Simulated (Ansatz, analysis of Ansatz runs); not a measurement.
# Li2CdCl4 (Imma), nudged elastic band: V_Li hop (4.4 Å) (q = 0)

Wanted: path and barrier of a jump of Li in Li2CdCl4 (Imma) at charge 0. The case: V_Li hop (4.4 Å), in a cell of 56 host atoms with 1 Li taken out.

Main program and level: Ansatz 0.2.0; plane-wave PAW DFT, PBEsol; nudged elastic band between two relaxed defect structures.

### 1. The structure

The cell holds 55 atoms: 15 Li, 8 Cd and 32 Cl. Its edges and angles: a = 12.949 Å, b = 12.809 Å, c = 10.609 Å, α = 66.4°, β = 65.0°, γ = 48.6°. It derives from Li2CdCl4 (space group Imma). Nearest the centre at fractional (0.624, 0.624, 0.126): Li15 at 2.18 Å, Cl37 at 2.63 Å, Cl43 at 2.68 Å, Cl54 at 2.76 Å, Cl47 at 2.76 Å, Cl33 at 2.76 Å, Cl26 at 2.76 Å, Cd18 at 3.71 Å.

The cell's shortest repeat is 10.6 Å.

### 2. Relaxation of the start point, charge 0

The ends come first: from an unrelaxed start the top is counted from too high an energy, and the barrier comes out too low. Small random displacements break the symmetry of the ideal sites, so that the defect can distort if it gains by it. The cell holds an odd number of electrons, so the run is spin-polarised with the moment held at 1 μB.

Contents of q0_M1.start/input.yaml:

```yaml
crystal:
  lattice:
    - [0.0, 7.62069338, 10.46883164]
    - [7.38023042, 0.0, 10.46883164]
    - [7.38023042, 7.62069338, 0.0]
  atoms:
    - { symbol: Li, position: [0.19605462, 0.44605462, 0.05394538] }
    - { symbol: Li, position: [0.69605462, 0.94605462, 0.55394538] }
    - { symbol: Li, position: [0.94605462, 0.19605462, 0.80394538] }
    - { symbol: Li, position: [0.125, 0.625, 0.625] }
    - { symbol: Li, position: [0.375, 0.875, 0.875] }
    - { symbol: Li, position: [0.625, 0.125, 0.125] }
    - { symbol: Li, position: [0.875, 0.375, 0.375] }
    - { symbol: Li, position: [0.125, 0.125, 0.125] }
    - { symbol: Li, position: [0.375, 0.375, 0.375] }
    - { symbol: Li, position: [0.625, 0.625, 0.625] }
    - { symbol: Li, position: [0.875, 0.875, 0.875] }
    - { symbol: Li, position: [0.05394538, 0.80394538, 0.19605462] }
    - { symbol: Li, position: [0.30394538, 0.05394538, 0.44605462] }
    - { symbol: Li, position: [0.55394538, 0.30394538, 0.69605462] }
    - { symbol: Li, position: [0.80394538, 0.55394538, 0.94605462] }
    - { symbol: Cd, position: [0.0, 0.0, 0.5] }
    - { symbol: Cd, position: [0.25, 0.25, 0.75] }
    - { symbol: Cd, position: [0.5, 0.5, 0.0] }
    - { symbol: Cd, position: [0.75, 0.75, 0.25] }
    - { symbol: Cd, position: [0.0, 0.5, 0.5] }
    - { symbol: Cd, position: [0.25, 0.75, 0.75] }
    - { symbol: Cd, position: [0.5, 0.0, 0.0] }
    - { symbol: Cd, position: [0.75, 0.25, 0.25] }
    - { symbol: Cl, position: [0.13698115, 0.11817834, 0.88182166] }
    - { symbol: Cl, position: [0.38698115, 0.36817834, 0.13182166] }
    - { symbol: Cl, position: [0.63698115, 0.61817834, 0.38182166] }
    - { symbol: Cl, position: [0.88698115, 0.86817834, 0.63182166] }
    - { symbol: Cl, position: [0.24656242, 0.7496538, 0.50343758] }
    - { symbol: Cl, position: [0.49656242, 0.9996538, 0.75343758] }
    - { symbol: Cl, position: [0.74656242, 0.2496538, 0.00343758] }
    - { symbol: Cl, position: [0.99656242, 0.4996538, 0.25343758] }
    - { symbol: Cl, position: [0.11817834, 0.63698115, 0.86301885] }
    - { symbol: Cl, position: [0.36817834, 0.88698115, 0.11301885] }
    - { symbol: Cl, position: [0.61817834, 0.13698115, 0.36301885] }
    - { symbol: Cl, position: [0.86817834, 0.38698115, 0.61301885] }
    - { symbol: Cl, position: [0.2496538, 0.24656242, 0.0003462] }
    - { symbol: Cl, position: [0.4996538, 0.49656242, 0.2503462] }
    - { symbol: Cl, position: [0.7496538, 0.74656242, 0.5003462] }
    - { symbol: Cl, position: [0.9996538, 0.99656242, 0.7503462] }
    - { symbol: Cl, position: [0.0003462, 0.00343758, 0.2496538] }
    - { symbol: Cl, position: [0.2503462, 0.25343758, 0.4996538] }
    - { symbol: Cl, position: [0.5003462, 0.50343758, 0.7496538] }
    - { symbol: Cl, position: [0.7503462, 0.75343758, 0.9996538] }
    - { symbol: Cl, position: [0.13182166, 0.61301885, 0.38698115] }
    - { symbol: Cl, position: [0.38182166, 0.86301885, 0.63698115] }
    - { symbol: Cl, position: [0.63182166, 0.11301885, 0.88698115] }
    - { symbol: Cl, position: [0.88182166, 0.36301885, 0.13698115] }
    - { symbol: Cl, position: [0.00343758, 0.5003462, 0.74656242] }
    - { symbol: Cl, position: [0.25343758, 0.7503462, 0.99656242] }
    - { symbol: Cl, position: [0.50343758, 0.0003462, 0.24656242] }
    - { symbol: Cl, position: [0.75343758, 0.2503462, 0.49656242] }
    - { symbol: Cl, position: [0.11301885, 0.13182166, 0.36817834] }
    - { symbol: Cl, position: [0.36301885, 0.38182166, 0.61817834] }
    - { symbol: Cl, position: [0.61301885, 0.63182166, 0.86817834] }
    - { symbol: Cl, position: [0.86301885, 0.88182166, 0.11817834] }
basis:
  ecutwfc: 420
  xc_grid: 2
hamiltonian:
  xc: pbesol
kpoints:
  mp_grid: { grid: [1, 1, 1], shift: [0.25, 0.25, 0.25] }
magnetization:
  spin_polarized: true
  initial_magnetization: 1
  spin_locking: { lock_magnetization: hard }
scf:
  occupations: { method: fixed }
  max_iter: 150
output:
  forces: true
relax:
  f_tol: 0.02
  max_steps: 70
  random_displacement: { amplitude: 0.03, seed: 4936 }
```

Run with:

```bash
$ ansatz run input.yaml --threads 4 --pin off --max-ram 14131MiB --backend cpu --events-out ev --progress --plain --runs-dir out
```

Output:

```text
The last accepted step is kept in <dir> (removed where the run ends without a failure and the disk answers)
Engine: ansatz 0.2.0, x86_64-unknown-linux-gnu
Pseudopotentials: kind: paw
Pseudopotential: Li, paw, valence charge 3, recommended cutoff 420 eV (normal), Li.paw.azcp
Pseudopotential: Cd, paw, valence charge 20, recommended cutoff 420 eV (normal), Cd.paw.azcp
Pseudopotential: Cl, paw, valence charge 7, recommended cutoff 420 eV (normal), Cl.paw.azcp
Functional definition: PBEsol
  exchange = pbesol_x
  correlation = pbesol_c
Crystal: 55 atoms, lattice volume = 1177.586 Å³
Basis set: ecut = 420 eV, 23051 PW (Γ), exchange–correlation on 180×180×144 points (8 copies of the dense FFT grid, shifted against one another)
Bands: 270, of which v1, the nominal top of the filled ones, is band 215 counted from 1 (214 counted from 0)
Symmetry: 1 space group operations
k-points: 1
Non-local potential: Li, projectors of the file, l = 0: 3, l = 1: 2, l = 2: 1
Non-local potential: Cd, projectors of the file, l = 0: 3, l = 1: 2, l = 2: 2, l = 3: 1
Non-local potential: Cl, projectors of the file, l = 0: 2, l = 1: 2, l = 2: 2
PAW form: soft (Blöchl's): semilocal exchange-correlation on the pseudo side does not see the compensation charge
PAW frozen core: Cd, regenerated for the run's functional, and the local potential with it (the file was generated under x = pbe(κ = 0.804, μ = 0.219515), c = pbe(β = 0.066725))
PAW frozen core: Cl, regenerated for the run's functional, and the local potential with it (the file was generated under x = pbe(κ = 0.804, μ = 0.219515), c = pbe(β = 0.066725))
PAW one-centre angular grid: Li, 110 points (default); XC on 64 Gauss nodes
PAW one-centre angular grid: Cd, 590 points (default); XC on 64 Gauss nodes
PAW one-centre angular grid: Cl, 110 points (default); XC on 64 Gauss nodes
Initial density: superposition of atomic densities (chi_scale 0.1, normalization cell, long waves kept (reshape's long-wave potential 0.25 eV rms))
Starting moments: Σ|m| = 1 μB on 55 of 55 sites
Initial wavefunctions: pseudopotential atomic-orbital guess
Functional: x = pbesol(κ = 0.804, μ = 0.123457), c = pbesol(β = 0.046)
SCF iter   1: F=—  HF=-102579.045444 eV  |F-HF|=—  |Δ(HF+E_count)|=         —  Δρ=4.25e-2 (↑4.05e-2 ↓4.25e-2)  dr2=1.05e2  dr2_m=1.89e-1  M=1.000 μB ∫|m|=1.026 μB  β_m=0.30  ethr=3.10e-3  ⟨swp⟩=5.0  Hψ=1560  notcnv=0  defer=106
preconditioner: auto → Resta (q_TF=auto, 2.306 Å⁻¹)  ε∞=3.1  [insulator: Δε(μ)=0.061 eV  Ē_g=13.676 eV  n_scr=242 (ndim 8)  ℏωp=19.8 eV  f_vac=0.016  ε∞_Penn≈3.1]
spin=Collinear: Resta preconditioning applied to the charge; magnetization (m = ρ↑ − ρ↓) channel mixes plain (no charge-response kernel on spin).
SCF iter   2: F=—  HF=-102551.745975 eV  |F-HF|=—  |Δ(HF+E_count)|=    2.73e1  Δρ=2.08e-2 (↑1.93e-2 ↓2.08e-2)  dr2=2.76e1  dr2_m=7.92e-2  M=1.000 μB ∫|m|=1.034 μB  β_m=0.43  ethr=3.10e-3  ⟨swp⟩=3.0  Hψ=1029  notcnv=0  defer=102
SCF iter   3: F=—  HF=-102543.696425 eV  |F-HF|=—  |Δ(HF+E_count)|=    8.05e0  Δρ=1.26e-2 (↑5.19e-3 ↓1.26e-2)  dr2=6.13e0  dr2_m=3.03e-1  M=1.000 μB ∫|m|=1.092 μB  β_m=0.39  ethr=3.10e-3  ⟨swp⟩=3.0  Hψ=898  notcnv=0  defer=104
SCF iter   4: F=—  HF=-102543.018980 eV  |F-HF|=—  |Δ(HF+E_count)|=   6.77e-1  Δρ=6.12e-3 (↑3.98e-3 ↓6.12e-3)  dr2=1.19e0  dr2_m=4.89e-2  M=1.000 μB ∫|m|=1.058 μB  β_m=0.63  ethr=1.43e-3  ⟨swp⟩=2.0  Hψ=729  notcnv=0  defer=107
SCF iter   5: F=—  HF=-102542.955276 eV  |F-HF|=—  |Δ(HF+E_count)|=   6.37e-2  Δρ=5.32e-3 (↑1.76e-3 ↓5.32e-3)  dr2=1.10e0  dr2_m=5.90e-2  M=1.000 μB ∫|m|=1.087 μB  β_m=0.62  ethr=2.78e-4  ⟨swp⟩=2.0  Hψ=791  notcnv=0  defer=107
SCF iter   6: F=—  HF=-102542.904031 eV  |F-HF|=—  |Δ(HF+E_count)|=   5.12e-2  Δρ=4.31e-3 (↑7.56e-4 ↓4.31e-3)  dr2=6.19e-1  dr2_m=4.43e-2  M=1.000 μB ∫|m|=1.081 μB  β_m=0.52  ethr=2.56e-4  ⟨swp⟩=2.0  Hψ=727  notcnv=0  defer=107
SCF iter   7: F=—  HF=-102542.873874 eV  |F-HF|=—  |Δ(HF+E_count)|=   3.02e-2  Δρ=2.84e-3 (↑5.44e-4 ↓2.84e-3)  dr2=2.87e-1  dr2_m=2.04e-2  M=1.000 μB ∫|m|=1.080 μB  β_m=0.50  ethr=1.44e-4  ⟨swp⟩=2.0  Hψ=653  notcnv=0  defer=105
SCF iter   8: F=—  HF=-102542.883556 eV  |F-HF|=—  |Δ(HF+E_count)|=   9.68e-3  Δρ=3.26e-3 (↑3.10e-4 ↓3.26e-3)  dr2=3.13e-1  dr2_m=2.79e-2  M=1.000 μB ∫|m|=1.089 μB  β_m=0.44  ethr=6.69e-5  ⟨swp⟩=1.5  Hψ=511  notcnv=0  defer=102
SCF iter   9: F=—  HF=-102542.876302 eV  |F-HF|=—  |Δ(HF+E_count)|=   7.25e-3  Δρ=1.99e-3 (↑2.28e-4 ↓1.99e-3)  dr2=1.12e-1  dr2_m=1.06e-2  M=1.000 μB ∫|m|=1.084 μB  β_m=0.60  ethr=6.69e-5  ⟨swp⟩=1.0  Hψ=446  notcnv=0  defer=94
SCF iter  10: F=—  HF=-102542.874056 eV  |F-HF|=—  |Δ(HF+E_count)|=   2.25e-3  Δρ=1.59e-3 (↑1.47e-4 ↓1.59e-3)  dr2=7.58e-2  dr2_m=6.81e-3  M=1.000 μB ∫|m|=1.081 μB  β_m=0.58  ethr=2.62e-5  ⟨swp⟩=1.0  Hψ=446  notcnv=0  defer=94
SCF iter  11: F=—  HF=-102542.876178 eV  |F-HF|=—  |Δ(HF+E_count)|=   2.12e-3  Δρ=2.27e-3 (↑9.14e-5 ↓2.27e-3)  dr2=1.62e-1  dr2_m=1.37e-2  M=1.000 μB ∫|m|=1.091 μB  β_m=0.45  ethr=1.77e-5  ⟨swp⟩=2.0  Hψ=587  notcnv=0  defer=102
SCF iter  12: F=—  HF=-102542.873312 eV  |F-HF|=—  |Δ(HF+E_count)|=   2.87e-3  Δρ=4.45e-4 (↑6.36e-5 ↓4.45e-4)  dr2=5.66e-3  dr2_m=5.53e-4  M=1.000 μB ∫|m|=1.085 μB  β_m=0.46  ethr=1.77e-5  ⟨swp⟩=1.0  Hψ=446  notcnv=0  defer=94
SCF iter  13: F=—  HF=-102542.874505 eV  |F-HF|=—  |Δ(HF+E_count)|=   1.19e-3  Δρ=2.88e-4 (↑3.33e-5 ↓2.88e-4)  dr2=1.87e-3  dr2_m=2.44e-4  M=1.000 μB ∫|m|=1.086 μB  β_m=0.57  ethr=1.32e-6  ⟨swp⟩=1.0  Hψ=446  notcnv=0  defer=94
SCF iter  14: F=—  HF=-102542.874549 eV  |F-HF|=—  |Δ(HF+E_count)|=   4.38e-5  Δρ=1.90e-4 (↑2.84e-5 ↓1.90e-4)  dr2=1.26e-3  dr2_m=9.37e-5  M=1.000 μB ∫|m|=1.087 μB  β_m=0.44  ethr=4.37e-7  ⟨swp⟩=1.5  Hψ=586  notcnv=0  defer=94
SCF iter  15: F=—  HF=-102542.874468 eV  |F-HF|=—  |Δ(HF+E_count)|=   8.06e-5  Δρ=8.12e-5 (↑1.43e-5 ↓8.12e-5)  dr2=1.62e-4  dr2_m=2.07e-5  M=1.000 μB ∫|m|=1.087 μB  β_m=0.57  ethr=2.95e-7  ⟨swp⟩=1.5  Hψ=586  notcnv=0  defer=95
SCF iter  16: F=—  HF=-102542.874466 eV  |F-HF|=—  |Δ(HF+E_count)|=   2.23e-6  Δρ=7.73e-5 (↑7.35e-6 ↓7.73e-5)  dr2=1.76e-4  dr2_m=1.59e-5  M=1.000 μB ∫|m|=1.087 μB  β_m=0.56  ethr=3.78e-8  ⟨swp⟩=1.5  Hψ=586  notcnv=0  defer=95
SCF iter  17: F=—  HF=-102542.874466 eV  |F-HF|=—  |Δ(HF+E_count)|=   3.49e-7  Δρ=2.24e-5 (↑3.55e-6 ↓2.24e-5)  dr2=9.82e-6  dr2_m=1.48e-6  M=1.000 μB ∫|m|=1.087 μB  β_m=0.58  ethr=2.33e-9  ⟨swp⟩=2.0  Hψ=1229  notcnv=0
SCF iter  18: F=—  HF=-102542.874466 eV  |F-HF|=—  |Δ(HF+E_count)|=   6.31e-8  Δρ=1.90e-5 (↑1.83e-6 ↓1.90e-5)  dr2=1.04e-5  dr2_m=9.81e-7  M=1.000 μB ∫|m|=1.087 μB  β_m=0.54  ethr=2.29e-9  ⟨swp⟩=3.0  Hψ=1134  notcnv=0
SCF iter  19: F=—  HF=-102542.874466 eV  |F-HF|=—  |Δ(HF+E_count)|=   7.45e-8  Δρ=5.92e-6 (↑1.02e-6 ↓5.92e-6)  dr2=1.16e-6  dr2_m=9.64e-8  M=1.000 μB ∫|m|=1.088 μB  β_m=0.54  ethr=2.29e-9  ⟨swp⟩=1.5  Hψ=1001  notcnv=0
SCF iter  20: F=-102542.874465 eV  HF=-102542.874466 eV  |F-HF|=2.41e-7  |Δ(HF+E_count)|=   2.00e-8  Δρ=3.54e-6 (↑4.41e-7 ↓3.54e-6)  dr2=3.29e-7  dr2_m=3.45e-8  M=1.000 μB ∫|m|=1.088 μB  ethr=2.69e-10  ⟨swp⟩=1.5  Hψ=705  notcnv=0
SCF 1 converged in 20 iterations: F = -102542.874465 eV  dr2 = 3.29e-7
  greatest PAW one-centre occupation: 1.000 electrons in one spin orbital (limit 2), on the Cd atom at site 18 (counted from 0), in its partial waves of l = 0
relax step   1: F+E_penalty+E_count = -102542.87446546 eV  Δ(F+E_penalty+E_count) = +0.000e0 eV  max|allowed force component| = 3.532e-1 eV/Å  Δτ_max = 0.0000 Å  (20 SCF iters, dr2 threshold 1.00e-5 eV, accepted)
[... the SCF cycles and remarks between the steps are left out from here to the last step ...]
relax step   2: F+E_penalty+E_count = -102543.03918138 eV  Δ(F+E_penalty+E_count) = -1.647e-1 eV  max|allowed force component| = 1.129e-1 eV/Å  Δτ_max = 0.1040 Å  (10 SCF iters, dr2 threshold 7.80e-6 eV, accepted)
relax step   3: F+E_penalty+E_count = -102543.06253687 eV  Δ(F+E_penalty+E_count) = -2.336e-2 eV  max|allowed force component| = 4.200e-2 eV/Å  Δτ_max = 0.0385 Å  (12 SCF iters, dr2 threshold 7.97e-7 eV, accepted)
SCF iter   1: F=—  HF=-102543.072327 eV  |F-HF|=—  |Δ(HF+E_count)|=         —  Δρ=7.43e-4 (↑6.63e-4 ↓7.43e-4)  dr2=2.11e-2  dr2_m=1.84e-4  M=1.000 μB ∫|m|=1.096 μB  β_m=0.30  ethr=5.28e-5  ⟨swp⟩=5.0  Hψ=992  notcnv=0  defer=107
SCF iter   2: F=—  HF=-102543.067885 eV  |F-HF|=—  |Δ(HF+E_count)|=   4.44e-3  Δρ=4.58e-4 (↑4.08e-4 ↓4.58e-4)  dr2=7.73e-3  dr2_m=6.60e-5  M=1.000 μB ∫|m|=1.095 μB  β_m=0.48  ethr=4.93e-6  ⟨swp⟩=2.0  Hψ=849  notcnv=0  defer=107
SCF iter   3: F=—  HF=-102543.067024 eV  |F-HF|=—  |Δ(HF+E_count)|=   8.61e-4  Δρ=7.56e-4 (↑1.15e-4 ↓7.56e-4)  dr2=1.89e-2  dr2_m=1.39e-3  M=1.000 μB ∫|m|=1.096 μB  β_m=0.35  ethr=1.80e-6  ⟨swp⟩=2.0  Hψ=851  notcnv=0  defer=107  recentre
SCF iter   4: F=—  HF=-102543.066005 eV  |F-HF|=—  |Δ(HF+E_count)|=   1.02e-3  Δρ=1.09e-4 (↑8.39e-5 ↓1.09e-4)  dr2=3.37e-4  dr2_m=1.03e-5  M=1.000 μB ∫|m|=1.095 μB  β_m=0.44  ethr=1.80e-6  ⟨swp⟩=2.0  Hψ=579  notcnv=0  defer=94
SCF iter   5: F=—  HF=-102543.066118 eV  |F-HF|=—  |Δ(HF+E_count)|=   1.13e-4  Δρ=4.93e-5 (↑4.35e-5 ↓4.93e-5)  dr2=8.51e-5  dr2_m=9.94e-7  M=1.000 μB ∫|m|=1.095 μB  β_m=0.58  ethr=7.86e-8  ⟨swp⟩=2.5  Hψ=588  notcnv=0  defer=94
SCF iter   6: F=—  HF=-102543.067302 eV  |F-HF|=—  |Δ(HF+E_count)|=   1.18e-3  Δρ=1.72e-5 (↑7.56e-6 ↓1.72e-5)  dr2=1.02e-5  dr2_m=5.78e-7  M=1.000 μB ∫|m|=1.095 μB  β_m=0.56  ethr=1.98e-8  ⟨swp⟩=2.5  Hψ=847  notcnv=0  defer=94
SCF iter   7: F=—  HF=-102543.067302 eV  |F-HF|=—  |Δ(HF+E_count)|=   1.97e-7  Δρ=6.84e-6 (↑4.81e-6 ↓6.84e-6)  dr2=1.64e-6  dr2_m=6.05e-8  M=1.000 μB ∫|m|=1.095 μB  β_m=0.66  ethr=2.39e-9  ⟨swp⟩=2.5  Hψ=635  notcnv=0  defer=94
SCF iter   8: F=—  HF=-102543.067303 eV  |F-HF|=—  |Δ(HF+E_count)|=   8.91e-7  Δρ=3.95e-6 (↑1.83e-6 ↓3.95e-6)  dr2=5.51e-7  dr2_m=2.72e-8  M=1.000 μB ∫|m|=1.095 μB  β_m=0.66  ethr=3.82e-10  ⟨swp⟩=2.0  Hψ=756  notcnv=0  defer=94
iter 9 did not close the SCF: its close was put off for a magnetic moment that had not settled (scf_convergence_deferred on its scf_iter line)
SCF iter   9: F=-102543.067303 eV  HF=-102543.067303 eV  |F-HF|=3.68e-8  |Δ(HF+E_count)|=   9.97e-8  Δρ=1.50e-6 (↑6.46e-7 ↓1.50e-6)  dr2=8.62e-8  dr2_m=4.08e-9  M=1.000 μB ∫|m|=1.095 μB  β_m=0.62  ethr=2.33e-11  ⟨swp⟩=2.0  Hψ=1339  notcnv=0
SCF iter  10: F=-102543.067303 eV  HF=-102543.067303 eV  |F-HF|=1.22e-9  |Δ(HF+E_count)|=   1.26e-8  Δρ=4.69e-7 (↑2.67e-7 ↓4.69e-7)  dr2=8.73e-9  dr2_m=3.35e-10  M=1.000 μB ∫|m|=1.095 μB  ethr=2.01e-11  ⟨swp⟩=2.0  Hψ=1295  notcnv=0
SCF 4 converged in 10 iterations: F = -102543.067303 eV  dr2 = 8.73e-9
relax step   4: F+E_penalty+E_count = -102543.06730285 eV  Δ(F+E_penalty+E_count) = -4.766e-3 eV  max|allowed force component| = 1.767e-2 eV/Å  Δτ_max = 0.0280 Å  (10 SCF iters, accepted)
SCF converged after 10 iterations
Stability checked in part: among states of this total moment the steps that led to this state did not find it unstable. No probe was made; neither looks for a lower state of another moment (fixed_total_moment; see scf.lower_state_search)
Magnetization: 1.0000 μB (215.0000 up, 214.0000 down)
Absolute magnetization: 1.0932 μB (∫|ρ↑−ρ↓|, with the PAW one-centre terms)
Spin contamination: 0.0003 ħ² per cell (⟨S²⟩ above its minimum at these occupations)
Per-site moments (μB) at R_I (Å): [(-2.565422e-5, 0.970543), (-2.493200e-5, 0.970722), (-3.687704e-5, 0.968540), [... 52 left out ...]
Free energy (F): -102543.067303 eV
Harris-Foulkes:  -102543.067303 eV  (|F-HF|=1.22e-9)
Internal energy: -102543.067303 eV  (E = F + TS)
E sigma→0 (E₀):  -102543.067303 eV
Fermi energy:    2.432883 (↑ 2.420124, ↓ 2.432883) eV
--- Per-component energies (eV) ---
  E_band       = -6392.535648
  E_kinetic    = 9513.784842
  E_local      = -48913.977941  (includes V_loc(G=0)·N_el)
  E_nonlocal   = 738.474412
  E_hartree    = 21274.518014
  E_xc         = -4948.356067
  E_vxc        = -5851.372195  (∫ρ·V_xc dr)
  E_paw        = -52957.075196  (= ΣΔE_a)
  E_vpaw       = -4428.484144  (= ΣTr[D̂ρ^β])
  E_aug_tail   = 0.003290  (compensation charges beyond the density's cutoff)
  E_ewald      = -27255.684162
  E_core_change = 5.245505  (= ΣΔE_core)
  E_smearing   = -0.000000  (= −TS)
  E_closure    = -0.000000  (closes the sum)
  Σ components = -102543.067303   (vs F -102543.067303, Δ=0.00e0)
--- Forces (eV/Å), atoms counted from 1 ---
  atom   1  Li     0.00510404    -0.00113908     0.00120995
  atom   2  Li     0.00160182    -0.00136836    -0.00251828
  [... 12 atoms left out ...]
  atom  15  Li    -0.00336310     0.00322785     0.00158966
  [... 2 atoms left out ...]
  atom  18  Cd     0.00487159     0.00228397    -0.00087300
  [... 3 atoms left out ...]
  atom  22  Cd    -0.00098814     0.00733464     0.00908824
  atom  23  Cd     0.00429511    -0.01155707    -0.00367850
  [... 2 atoms left out ...]
  atom  26  Cl    -0.00325494    -0.00200169     0.00216063
  [... 6 atoms left out ...]
  atom  33  Cl     0.00099572    -0.00312256     0.00076512
  [... 3 atoms left out ...]
  atom  37  Cl    -0.00705013     0.00348061    -0.00328997
  [... 5 atoms left out ...]
  atom  43  Cl    -0.00180942     0.00266089    -0.00218946
  [... 3 atoms left out ...]
  atom  47  Cl    -0.00538164     0.00361675     0.00215928
  [... 6 atoms left out ...]
  atom  54  Cl    -0.00514621    -0.00026840    -0.00033074
  [... 1 atom left out ...]
  max |Σ_I F_I| component: 1.94e-5 eV/Å
--- Relaxed structure (4 steps of the walk, 4 accepted, 0 SCFs on fresh bases) ---
  F+E_penalty+E_count = -102543.06730285 eV   max|allowed force component| = 1.767e-2 eV/Å
  atoms:
    - { symbol: Li, position: [0.196529, 0.446311, 0.052675] }
    - { symbol: Li, position: [0.696002, 0.946429, 0.553314] }
    [... 12 atoms left out ...]
    - { symbol: Li, position: [0.801005, 0.554937, 0.948709] }
    [... 2 atoms left out ...]
    - { symbol: Cd, position: [0.500184, 0.500383, 0.003119] }
    [... 3 atoms left out ...]
    - { symbol: Cd, position: [0.496362, -0.000910, 0.000903] }
    - { symbol: Cd, position: [0.746919, 0.253903, 0.249017] }
    [... 2 atoms left out ...]
    - { symbol: Cl, position: [0.644363, 0.614586, 0.385036] }
    [... 6 atoms left out ...]
    - { symbol: Cl, position: [0.364320, 0.894098, 0.105283] }
    [... 3 atoms left out ...]
    - { symbol: Cl, position: [0.502810, 0.492874, 0.247136] }
    [... 5 atoms left out ...]
    - { symbol: Cl, position: [0.749820, 0.754303, 0.999967] }
    [... 3 atoms left out ...]
    - { symbol: Cl, position: [0.883689, 0.361597, 0.136359] }
    [... 6 atoms left out ...]
    - { symbol: Cl, position: [0.613169, 0.632065, 0.866083] }
    [... 1 atom left out ...]
```

Wall time 93 s (4 threads of Intel Xeon Platinum 8124M at 3.00GHz (Skylake/Cascade Lake), shared host); peak memory 3.1 GiB; 6 min of CPU time.

The column dr2 measures how far the density is from self-consistency, as an energy; F and HF (Harris–Foulkes) agree once it is small.

Step by step:

```csv
step,energy less that of the first step (eV),largest force component (eV/Å)
1,0.0000,0.3532
2,-0.1647,0.1129
3,-0.1881,0.0420
4,-0.1928,0.0177
```

The atoms that moved most (Å, from the sites as typed, ahead of the random displacement, the mean shift of all atoms taken out):

```csv
atom,dx,dy,dz,length
Cl26,-0.001,0.083,0.038,0.092
Cl33,-0.003,-0.086,0.032,0.091
Li9,-0.003,0.004,0.074,0.074
Li4,0.020,-0.001,0.059,0.062
Cl46,0.001,-0.012,-0.057,0.058
Cl55,0.005,0.016,-0.055,0.058
Cd22,0.001,-0.018,-0.050,0.053
Cl24,0.000,-0.050,0.017,0.052
```

Neighbours of Li15 at the end:

```csv
atom,distance (Å)
Cl47,2.364
Cl54,2.365
Cl43,2.414
Cl48,2.452
Cl37,4.155
Cd23,4.164
Cd18,4.167
Cl30,4.243
```

Numbers from this step:

* free energy: -102543.0673 eV
* total moment: 1 μB
* integral of the absolute spin density: 1.093 μB
* spin contamination: 3.35e-4
* r.m.s. move of the farther half of the atoms: 0.03517 Å
* largest move from the ideal geometry of this structure, a common shift of the far atoms taken out: 0.09319 Å

The relaxation gained 0.193 eV and ended with a largest force component of 0.018 eV/Å.

(Part 1 of 4 ends here.)

[Long decimals in the printed logs are rounded to 6 places.]

[Repeated set-up lines and some long k-point lines are left out of the logs, and relaxed atomic positions are cut to six decimals.]

[Logs are printed without paths, hosts, clocks, repeated set-up lines and the standing remarks that a program may print on its own settings, such as how far it seeks lower states.]

[Hosts, paths, dates, database ids (printed as entryN), source tags and the programs' standing remarks are cut or masked in the printed files.]
